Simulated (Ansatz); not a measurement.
# What In2Se (model cell, started as cuprite) distorts into

Which phase does In2Se (model cell, started as cuprite) fall into along its unstable mode, and how much energy does it gain?

Calculated with Ansatz 0.2.0; DFT PBEsol, scalar-relativistic, plane waves, PAW.

This is a report of a sequence of runs, with most program output left out.

The structure was built from a prototype and need not be the compound's stable phase.

### 1. Starting point

It takes space group Pn-3m (No. 224, cubic). Conventional cell: a = 6.628 Å, b = 6.628 Å, c = 6.628 Å, α = 90.00°, β = 90.00°, γ = 90.00°. Se has 4 In at 2.87 Å nearest. Nearest to In lie 2 Se at 2.87 Å. Farther neighbours and most contacts between anions are not listed.

### 2. Response at finite wavevector

The cell comes from relaxations at this level that are not shown. Stability and thermal properties need the whole zone. Linear response on a 2×2×2 q mesh gives force constants as far as a supercell of that size would.

input.yaml

```yaml
crystal:
  lattice:
    - [6.6284302234, 0.0, 0.0]
    - [0.0, 6.6284302234, 0.0]
    - [0.0, 0.0, 6.6284302234]
  atoms:
    - { symbol: Se, position: [0.0, 0.0, 0.0] }
    - { symbol: Se, position: [0.5, 0.5, 0.5] }
    - { symbol: In, position: [0.25, 0.25, 0.25] }
    - { symbol: In, position: [0.75, 0.75, 0.25] }
    - { symbol: In, position: [0.75, 0.25, 0.75] }
    - { symbol: In, position: [0.25, 0.75, 0.75] }
kpoints:
  mp_grid: { grid: [6, 6, 6] }
hamiltonian:
  xc: pbesol
scf:
  occupations: { method: methfessel_paxton, width: 0.2 }
output:
  eigenvalues: true
phonons:
  method: dfpt
  qmesh: [2, 2, 2]
  temperatures: { t_max: 1000, t_step: 50 }
  qpath:
    path:
      - [[0.0, 0.0, 0.0], [0.0, 0.5, 0.0], [0.5, 0.5, 0.0], [0.0, 0.0, 0.0], [0.5, 0.5, 0.5], [0.0, 0.5, 0.0]]
      - [[0.5, 0.5, 0.5], [0.5, 0.5, 0.0]]
    npoints: 10
```

Run with:

```
ansatz run input.yaml --threads 8 --pin off --max-ram 14336MiB --backend cpu --events-out ev --progress --plain --runs-dir out
```

Elapsed: 3.1 min, on 8 threads of Arm Neoverse V2, shared host; peak memory 4.3 GiB; 24 min of CPU time.

This step gave:

```
volume per atom                                         : 48.54 Å³
gap on the k-mesh                                       : 0 eV
sum-rule residual before enforcement                    : 6.71e-5 eV/Å²
lowest frequency on the path                            : -116.5 cm⁻¹
point group                                             : m-3m
highest frequency on the path or at a solved wavevector : 124.2 cm⁻¹
highest optical mode at the zone centre (no LO-TO term) : 119.0 cm⁻¹
lowest optical zone-centre mode                         : -116.3 cm⁻¹
lowest mode on the q mesh (acoustic modes at Γ apart)   : -116.3 cm⁻¹
```

Frequencies (cm⁻¹) solved at each irreducible wavevector; negative means imaginary. Frequencies by wavevector, by row:

| q in reciprocal lattice units | star | mode 1 | mode 2 | mode 3 | mode 4 | mode 16 | mode 17 | mode 18 |
| --- | --- | --- | --- | --- | --- | --- | --- | --- |
| 0 0 0 | 1 | -116.3 | -116.3 | -116.3 | -101.8 | 37.1 | 37.1 | 119 |
| 0 0 -0.5 | 3 | -98.3 | -98.3 | -83.9 | -83.9 | 38.4 | 81.3 | 81.3 |
| 0 -0.5 -0.5 | 3 | -105.4 | -105.4 | -90.4 | -90.4 | 37.9 | 84.8 | 84.8 |
| -0.5 -0.5 -0.5 | 1 | -104.7 | -104.7 | -104.7 | -82.5 | 42.7 | 42.7 | 124.2 |

Interpolated from a 2×2×2 q mesh. Phonon branches along the path, in cm⁻¹:

| point | branch 1 | branch 2 | branch 3 | branch 4 | branch 15 | branch 16 | branch 17 | branch 18 |
| --- | --- | --- | --- | --- | --- | --- | --- | --- |
| Γ | -116 | -116 | -116 | -102 | 37 | 37 | 37 | 119 |
| halfway | -108 | -108 | -104 | -90 | 37 | 37 | 50 | 108 |
| X | -98 | -98 | -84 | -84 | 38 | 38 | 81 | 81 |
| halfway | -102 | -102 | -91 | -91 | 38 | 38 | 83 | 83 |
| M | -105 | -105 | -90 | -90 | 38 | 38 | 85 | 85 |
| halfway | -109 | -104 | -94 | -88 | 35 | 38 | 62 | 101 |
| Γ | -116 | -116 | -116 | -102 | 37 | 37 | 37 | 119 |
| halfway | -111 | -92 | -92 | -90 | 37 | 37 | 63 | 103 |
| R | -105 | -105 | -105 | -82 | 43 | 43 | 43 | 124 |
| halfway | -106 | -103 | -92 | -89 | 38 | 40 | 63 | 104 |
| X | -98 | -98 | -84 | -84 | 38 | 38 | 81 | 81 |
| jump to R | -105 | -105 | -105 | -82 | 43 | 43 | 43 | 124 |
| halfway | -105 | -105 | -100 | -84 | 41 | 41 | 53 | 113 |
| M | -105 | -105 | -90 | -90 | 38 | 38 | 85 | 85 |

Symmetry leaves 4 wavevectors to solve. The lowest mode among them, the acoustic zeros apart, lies at Γ and is imaginary, 116.3i cm⁻¹, so the energy falls along it.

### 3. The mode frozen in, largest atomic shift 0 Å

The mode followed lies at Γ with frequency 116.3i cm⁻¹ and is 3-fold degenerate, the softest among the wavevectors solved. At small amplitude the distorted cell has space group no. 102 by a symmetry search on the positions. The undistorted cell that holds it gives the zero of energy on the same k mesh.

input.yaml, the sections that differ from step 2:

```yaml
output:
  forces: true
  stress: true
  eigenvalues: true
# crystal, kpoints, hamiltonian, scf: as in step 2
# phonons: removed
```

Wall time 2 s (8 threads); peak memory 1.1 GiB; 14 s of CPU time.

This step gave:

```
pressure                         : -1.66e-4 GPa
energy from the undistorted cell : 0 meV/atom
```

The run ends at a pressure of 0.00 GPa.

### 4. The mode frozen in, largest atomic shift 0.45 Å

The atoms are moved along the unstable eigenvector, the largest shift by 0.45 Å, with the cell fixed.

input.yaml, the sections that differ from step 3:

```yaml
crystal:
  lattice:
    - [6.6284302234, 0.0, 0.0]
    - [0.0, 6.6284302234, 0.0]
    - [0.0, 0.0, 6.6284302234]
  atoms:
    - { symbol: Se, position: [-0.0678893772, 0.0, 0.0] }
    - { symbol: Se, position: [0.4321106228, 0.5, 0.5] }
    - { symbol: In, position: [0.2733469143, 0.2467505415, 0.2467505415] }
    - { symbol: In, position: [0.7733469143, 0.7467505415, 0.2532494585] }
    - { symbol: In, position: [0.7733469143, 0.2532494585, 0.7467505415] }
    - { symbol: In, position: [0.2733469143, 0.7532494585, 0.7532494585] }
# kpoints, hamiltonian, scf, output: as in step 3
```

The job ended after 5.9 s (8 threads; peak memory 1 GiB; 44 s of CPU time).

Numbers from this step:

| Item | Value |
| --- | --- |
| pressure | 0.8914 GPa |
| energy from the undistorted cell | -42.46 meV/atom |

The energy, extrapolated to zero smearing, is -42.46 meV/atom against the undistorted cell.

The run ends at a pressure of 0.89 GPa, with forces up to 0.58 eV/Å.

### 5. Energy along the mode, all amplitudes (two of the runs are shown above)

An imaginary frequency means negative curvature, so the energy should fall and then rise again as anharmonic terms take over.

Numbers from this step:

```
depth at the lowest point sampled  : 42.46 meV/atom
largest atomic shift at that point : 0.45 Å
```

Table of energy from the parent by largest atomic shift:

| largest atomic shift (Å) | energy from the parent (meV/atom) |
| --- | --- |
| 0.000 | 0 |
| 0.040 | -1.53 |
| 0.080 | -5.48 |
| 0.140 | -13.3 |
| 0.220 | -24.0 |
| 0.320 | -35.3 |
| 0.450 | -42.5 |
| 0.600 | -37.7 |

Displacement at unit largest shift by atom:

| atom | x (Å) | y (Å) | z (Å) | size |
| --- | --- | --- | --- | --- |
| Se1 | -1.00 | 0.00 | 0.00 | 1.00 |
| Se2 | -1.00 | 0.00 | 0.00 | 1.00 |
| In3 | 0.34 | -0.05 | -0.05 | 0.35 |
| In4 | 0.34 | -0.05 | 0.05 | 0.35 |
| In5 | 0.34 | 0.05 | -0.05 | 0.35 |
| In6 | 0.34 | 0.05 | 0.05 | 0.35 |

The lowest of the steps tried is at 0.45 Å, 42.5 meV/atom below the parent; the bottom of the well need not coincide with a step.

### 6. Relaxation from the frozen mode

Starting from the lowest point found, all atoms and the cell are let go, so that strain and other modes of the same symmetry can join in.

input.yaml: that of step 4 with these lines changed.

```diff
@@ -22 +22,6 @@
   eigenvalues: true
+relax:
+  adjacent_minimum: "off"
+  f_tol: 0.002
+  max_steps: 120
+  cell: { stress_tol: 0.03 }
```

Wall time 1.8 min (8 threads); peak memory 1.1 GiB.

Step by step:

| step | energy less that of the first step (eV) | largest force component (eV/Å) | pressure (GPa) | volume (Å³) |
| --- | --- | --- | --- | --- |
| 1 | 0.0000 | 0.4111 | 0.89 | 291.23 |
| 2 | -0.4006 | 0.2693 | -0.27 | 290.46 |
| 3 | -0.7486 | 0.2097 | -1.41 | 286.55 |
| 4 | -1.0627 | 0.0514 | -2.18 | 272.64 |
| 5 | -1.1658 | 0.0620 | -2.05 | 265.19 |
| 6 | -1.5003 | 0.0930 | -1.68 | 239.46 |
| 7 | -1.7078 | 0.1571 | -0.83 | 218.24 |
| 8 | -1.7365 | 0.1920 | 0.88 | 196.22 |
| 9 | -1.7615 | 0.1926 | 0.36 | 203.45 |
| 10 | -1.8012 | 0.0373 | -0.16 | 206.32 |
| 11 | -1.8765 | 0.1040 | -0.12 | 204.13 |
| 12 | -1.8851 | 0.0731 | -0.12 | 204.84 |
| 13 | -1.8906 | 0.0013 | -0.05 | 203.93 |
| 14 | -1.8908 | 0.0064 | 0.01 | 203.32 |
| 15 | -1.8908 | 0.0004 | 0.00 | 203.40 |
| 16* | -1.8859 | 0.0004 | -0.03 | 203.40 |

Relaxation steps marked * repeat the geometry before them on a plane-wave basis chosen anew for their cell, so energy and pressure can jump there.

The run keeps the 8 symmetry operations that it works with, so distortions that break them were not tested.

| cell as run | before | after | change |
| --- | --- | --- | --- |
| a (Å) | 6.628 | 5.223 | -21.2 % |
| b (Å) | 6.628 | 6.240 | -5.9 % |
| c (Å) | 6.628 | 6.240 | -5.9 % |
| volume (Å³/atom) | 48.54 | 33.90 | -30.2 % |

The atoms that moved most (Å, as changes of fractional coordinates times the final cell):

| atom | dx | dy | dz | length |
| --- | --- | --- | --- | --- |
| In6 | 0.276 | 0.412 | 0.412 | 0.645 |
| In4 | 0.276 | -0.412 | 0.412 | 0.645 |
| In5 | 0.276 | 0.412 | -0.412 | 0.645 |
| In3 | 0.276 | -0.412 | -0.412 | 0.645 |
| Se2 | -0.553 | 0.000 | 0.000 | 0.553 |
| Se1 | -0.553 | 0.000 | 0.000 | 0.553 |

Numbers from this step:

- pressure: -0.02537 GPa
- volume per atom: 33.90 Å³

The distorted start has space group P4_2nm; the relaxation ends in P4_2/mnm.

### 7. The new phase in its own primitive cell

The relaxed structure is symmetrised, reduced to its primitive cell and relaxed tightly, as its phonons need.

input.yaml

```yaml
crystal:
  lattice:
    - [6.2404780231, 0.0, 0.0]
    - [0.0, 6.2404780231, 0.0]
    - [0.0, 0.0, 5.2228644662]
  atoms:
    - { symbol: Se, position: [0.0, 0.0, 0.5] }
    - { symbol: Se, position: [0.5, 0.5, 0.0] }
    - { symbol: In, position: [0.1807510607, 0.1807510607, 0.0] }
    - { symbol: In, position: [0.6807510607, 0.3192489393, 0.5] }
    - { symbol: In, position: [0.3192489393, 0.6807510607, 0.5] }
    - { symbol: In, position: [0.8192489393, 0.8192489393, 0.0] }
kpoints:
  mp_grid: { grid: [6, 6, 8] }
hamiltonian:
  xc: pbesol
scf:
  occupations: { method: methfessel_paxton, width: 0.2 }
output:
  forces: true
  stress: true
  eigenvalues: true
relax:
  adjacent_minimum: "off"
  f_tol: 0.001
  max_steps: 60
  cell: { stress_tol: 0.01 }
```

The job ended after 36 s (8 threads; peak memory 1 GiB; 4.5 min of CPU time).

The steps of the relaxation:

| step | energy less that of the first step (eV) | largest force component (eV/Å) | pressure (GPa) | volume (Å³) |
| --- | --- | --- | --- | --- |
| 1 | 0.0000 | 0.0043 | -0.10 | 203.40 |
| 2 | -0.0005 | 0.0009 | -0.04 | 202.76 |
| 3 | -0.0010 | 0.0035 | 0.03 | 201.94 |
| 4 | -0.0012 | 0.0166 | 0.05 | 201.63 |
| 5 | -0.0017 | 0.0023 | 0.06 | 201.51 |
| 6 | -0.0020 | 0.0016 | 0.00 | 202.21 |
| 7 | -0.0021 | 0.0017 | 0.00 | 202.16 |
| 8 | -0.0021 | 0.0007 | 0.00 | 202.18 |
| 9 | -0.0021 | 0.0000 | 0.00 | 202.19 |
| 10* | -0.0019 | 0.0001 | 0.00 | 202.19 |

Relaxation steps marked * repeat the geometry before them on a plane-wave basis chosen anew for their cell, so energy and pressure can jump there.

The run keeps the 16 symmetry operations that it works with, so distortions that break them were not tested.

| conventional cell, symmetrised | before | after | change |
| --- | --- | --- | --- |
| a (Å) | 6.240 | 6.326 | +1.4 % |
| b (Å) | 6.240 | 6.326 | +1.4 % |
| c (Å) | 5.223 | 5.052 | -3.3 % |
| volume (Å³/atom) | 33.90 | 33.70 | -0.6 % |

The atoms that moved most (Å, as changes of fractional coordinates times the final cell):

| atom | dx | dy | dz | length |
| --- | --- | --- | --- | --- |
| In4 | 0.022 | -0.022 | 0.000 | 0.032 |
| In5 | -0.022 | 0.022 | 0.000 | 0.032 |
| In3 | 0.022 | 0.022 | 0.000 | 0.032 |
| In6 | -0.022 | -0.022 | 0.000 | 0.032 |

Final coordinates:

```xyz
6
Lattice="6.3262 0.0000 0.0000 0.0000 6.3262 0.0000 0.0000 0.0000 5.0522" Properties=species:S:1:pos:R:3 pbc="T T T"
Se    0.0000    0.0000    2.5261
Se    3.1631    3.1631    0.0000
In    1.1658    1.1658    0.0000
In    4.3289    1.9973    2.5261
In    1.9973    4.3289    2.5261
In    5.1604    5.1604    0.0000
```

This step gave:

* pressure: -0.001642 GPa
* volume per atom: 33.70 Å³

The largest force component left is 0.080 meV/Å and the pressure is -0.002 GPa, within the tolerances set. The cell now holds 33.70 Å³/atom.

### 8. Modes of the new phase, k-mesh 6×6×8

A relaxed structure may still be a saddle point, so its zone-centre modes are computed. No field response is asked, since the mesh shows no gap.

input.yaml

```yaml
crystal:
  lattice:
    - [6.3261708467, 0.0, 0.0]
    - [0.0, 6.3261708467, 0.0]
    - [0.0, 0.0, 5.0521796009]
  atoms:
    - { symbol: Se, position: [0.0, 0.0, 0.5] }
    - { symbol: Se, position: [0.5, 0.5, 0.0] }
    - { symbol: In, position: [0.1842803716, 0.1842803716, 0.0] }
    - { symbol: In, position: [0.6842803716, 0.3157196284, 0.5] }
    - { symbol: In, position: [0.3157196284, 0.6842803716, 0.5] }
    - { symbol: In, position: [0.8157196284, 0.8157196284, 0.0] }
kpoints:
  mp_grid: { grid: [6, 6, 8] }
hamiltonian:
  xc: pbesol
scf:
  occupations: { method: methfessel_paxton, width: 0.2 }
output:
  eigenvalues: true
phonons:
  method: dfpt
```

The job ended after 68 s (8 threads; peak memory 3.6 GiB).

Numbers from this step:

* sum-rule residual before enforcement: 3.28e-5 eV/Å²
* point group: 4/mmm
* highest optical mode at the zone centre (no LO-TO term): 122.2 cm⁻¹
* lowest optical zone-centre mode: -100.5 cm⁻¹

Patterns of degenerate modes are one choice out of their space. Modes at Γ, with each element's share of the kinetic energy (negative means imaginary):

| mode | frequency (cm⁻¹) | symmetry | Se % | In % |
| --- | --- | --- | --- | --- |
| 1 | -100.5 | B1u | 84 | 16 |
| 2 | -78.0 | Eu | 33 | 67 |
| 3 | -78.0 | Eu | 33 | 67 |
| 4 | -71.4 | A2g | 0 | 100 |
| 5 | -56.7 | B1g | 0 | 100 |
| 6 | 0.0 | acoustic | 26 | 74 |
| 7 | 0.0 | acoustic | 26 | 74 |
| 8 | 0.0 | acoustic | 26 | 74 |
| 9 | 38.5 | Eu | 96 | 4 |
| 10 | 38.5 | Eu | 96 | 4 |
| 11 | 58.1 | Eg | 0 | 100 |
| 12 | 58.1 | Eg | 0 | 100 |
| 13 | 89.4 | B1u | 16 | 84 |
| 14 | 101.1 | A1g | 0 | 100 |
| 15 | 113.4 | Eu | 45 | 55 |
| 16 | 113.4 | Eu | 45 | 55 |
| 17 | 114.0 | B2g | 0 | 100 |
| 18 | 122.2 | A2u | 74 | 26 |

Displacements in mode 1 (-100.5 cm⁻¹), the largest set to 1:
```
Se1  0.00  0.00 -1.00
Se2  0.00  0.00  1.00
In3  0.00  0.00 -0.26
In4  0.00  0.00  0.26
In5  0.00  0.00  0.26
In6  0.00  0.00 -0.26
```

Displacements in mode 16 (113.4 cm⁻¹), the largest set to 1:
```
Se1  1.00 -0.81  0.00
Se2  0.58  0.00  0.00
In3 -0.01 -0.37  0.00
In4 -0.53  0.65  0.00
In5 -0.53  0.65  0.00
In6 -0.01 -0.37  0.00
```

Before it was imposed, the acoustic sum rule was missed by 3.3e-5 eV/Å². Small misses are needed for a sound result but don't prove that mesh and cutoff are converged. The lowest optical mode is imaginary, 100.5i cm⁻¹, so the energy falls along it.

### 9. Results

| Item | Value |
| --- | --- |
| unstable mode of the parent | q = (0, 0, 0), 116i cm⁻¹ |
| depth at the lowest point sampled | 42.5 meV/atom |
| largest atomic shift at that point | 0.45 Å |
| space group reached (within 0.01 Å) | P4_2/mnm |
| energy gained over the parent (first relaxation, on the mesh of the frozen mode) | 356 meV/atom |
| volume per atom, phase reached | 33.7 Å³ |
| lowest optical zone-centre mode, phase reached | -100 cm⁻¹ |
| highest optical mode at the zone centre (no LO-TO term), phase reached | 122 cm⁻¹ |

**Reading.** Along this mode the structure falls into P4_2/mnm, 356 meV/atom below the parent. At the parent's cell the well is 42.46 meV/atom deep on the steps tried, with its lowest point at a shift of 0.45 Å. Relaxing atoms and cell changes the gain by +313.44 meV/atom against the lowest step (energies at zero smearing). Most of the total comes from this relaxation. The new phase still has an imaginary mode at the zone centre of its cell, so it is a saddle point on the way to a lower structure. Of the 5 patterns followed to their end from this parent, this one ends 366 meV/atom above the lowest, P-4m2. Each path keeps the symmetry of its pattern, so a lower phase may lie along a pattern not tried. With no gap, or one that is small against the smearing, the frequencies hang on the k mesh and the smearing, most of all near Kohn anomalies. The starting cell was built on a prototype and not taken from a measurement, so the phase need not exist.

[Logs are printed without paths, hosts, clocks, repeated set-up lines and the standing remarks that a program may print on its own settings, such as how far it seeks lower states.]

[Hosts, paths, dates, database ids (printed as entryN), source tags and the programs' standing remarks are cut or masked in the printed files.]
